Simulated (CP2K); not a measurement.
Consider 3-vinylfuran at its PBE geometry (Å).

```xyz
13

C     2.2915    0.5021    0.0984
C     1.3585   -0.4477    0.2844
C    -0.0730   -0.2937    0.0805
C    -0.8108    0.8700   -0.3496
C    -2.1233    0.5123   -0.3861
O    -2.2783   -0.8051   -0.0080
C    -1.0201   -1.2734    0.2698
H     3.3443    0.2926    0.2799
H     2.0391    1.5091   -0.2366
H     1.6791   -1.4369    0.6220
H    -0.4078    1.8460   -0.5958
H    -3.0373    1.0333   -0.6444
H    -0.9620   -2.3086    0.5854
```

Method: CP2K XAS_TDP, all-electron GAPW, PBEh(45%), aug-cc-pVDZ, TDA, GW2X-corrected core level, no relativity.

**Question.** Where do the O K-edge lines lie, and how strong are they?

Leading lines: O6 535.09 eV. The leading line of an atom is its first one with 35 % of the strongest within 2.5 eV of its lowest line over the strength cut. Core ionisation energies at this level: O6 539.48 eV.

The first six lines of each atom with a strength over 0.0015:

```
              atom  energy (eV)  states  strength, one atom  above the computed threshold
O6 (bonded to 2 C)       535.09       1              0.0275                              
                         538.47       1              0.0059                              
                         538.56       1              0.0052                              
                         538.82       1              0.0018                              
                         539.23       1              0.0317                              
                         539.29       1              0.0117
```

Lines are vertical, at one geometry, with no vibrational structure. GW2X ionisation energies and lines can be off by 1 to 2 eV either way, and a good line position may hide errors that cancel. These values hold no scalar relativity, about 0.4 eV for O 1s. Rydberg lines, and the discretised continuum above threshold, depend on the basis and the box.

[Banner, clock and machine lines of the logs are left out without a mark of their own.]

[Logs are printed without paths, hosts, clocks, repeated set-up lines and the standing remarks that a program may print on its own settings, such as how far it seeks lower states.]

[Hosts, paths, dates, database ids (printed as entryN), source tags and the programs' standing remarks are cut or masked in the printed files.]
